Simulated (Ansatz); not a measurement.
Consider Sr2SiS4 (P2_1/m).

Symmetry: P2_1/m, No. 11, monoclinic system. The conventional cell has a = 6.609 Å, b = 6.660 Å, c = 8.262 Å, α = 90.00°, β = 108.22°, γ = 90.00°. Nearest to Sr lie 9 S at 2.96 to 3.80 Å and 4 Si at 3.51 to 3.93 Å. Sr has 8 S at 3.04 to 3.46 Å and 3 Si at 3.71 to 3.89 Å nearest. Si has 4 S at 2.12 to 2.13 Å and 7 Sr at 3.51 to 3.93 Å nearest. Nearest to S lie 1 Si at 2.12 Å and 5 Sr at 3.03 to 3.80 Å. Nearest to S lie 1 Si at 2.13 Å and 4 Sr at 2.96 to 3.46 Å. S has 1 Si at 2.12 Å and 4 Sr at 3.01 to 3.13 Å nearest. Farther neighbours, and contacts between anions beyond the nearest, are not listed.

```
Sr Si S
1.0
     6.60874    0.00000    0.00000
     0.00000    6.65954    0.00000
    -2.58275    0.00000    7.84823
Sr Si S
4 2 8
Cartesian
  -0.5836 4.9947 7.4700
  4.6096 1.6649 0.3782
  0.3772 4.9947 3.3690
  3.6488 1.6649 4.4793
  2.7088 4.9947 6.2538
  1.3172 1.6649 1.5944
  5.6993 4.9947 0.4833
  -1.6733 1.6649 7.3650
  4.4178 4.9947 4.9889
  -0.3918 1.6649 2.8594
  1.4689 3.3429 5.7861
  2.5571 0.0131 2.0621
  2.5571 3.3167 2.0621
  1.4689 6.6464 5.7861
```

The cell and positions are those that the Materials Project relaxed with its own functionals (PBE, PBE+U or r2SCAN), kept fixed. PAW set soft_2, made with PBE.

Gaps computed with Ansatz 0.2.0 without a self-energy: LDA 2.76 eV, r2SCAN 3.40 eV, r2SCAN+SOC 3.40 eV and HSE06 3.97 eV. The mean ε∞ by r2SCAN perturbation theory is 4.36.

**Question.** What gap should G0W0 on r2SCAN give (2×2×2 mesh, 904 empty bands, screening to 110 eV, default PAW files)?

About 4.66 eV: on its mesh the run moves the gap from 3.40 eV by +1.26 eV. Among the scalar-relativistic levels given, HSE06 is nearest (−0.69 eV). One-shot corrections scale roughly with one over ε∞, here 0.23. Bands and cutoff are finite, so the gap stands short of the basis limit, usually by up to a few tenths of an eV; the mesh is an error of its own. The 2×2×2 mesh is coarse for this cell (its supercell is 13 Å along the shortest edge). The RPA ε∞ on it, from the r2SCAN start, is 3.96, 4.01 and 4.30; such meshes misread the long-range screening, most where the gap is narrow. The many-body steps are scalar-relativistic: spin-orbit coupling is not in them.

[Long decimals in the printed logs are rounded to 6 places.]

[Logs are printed without paths, hosts, clocks, repeated set-up lines and the standing remarks that a program may print on its own settings, such as how far it seeks lower states.]

[Paths, hosts, dates, memory and timing lines, banners, echoed tables and standing remarks are left out of the program output; an Ansatz launch command may be rebuilt from the run's recorded settings. Measured values are a selection of at most five: reports struck by readers or far from the other reports are left out. None is set beside runs whose start may be inverted or whose files or cutoffs have a known fault.]

[Runs of the session that timed out or met a known fault of the program may be left out.]

[Cells called generated may have been cut or substituted from an entry of the Crystallography Open Database or the Materials Project.]

[Hosts, paths, dates, database ids (printed as entryN), source tags and the programs' standing remarks are cut or masked in the printed files.]

[Where the starting crystal was built by hand or by swapping elements, it need not be the compound's stable phase.]
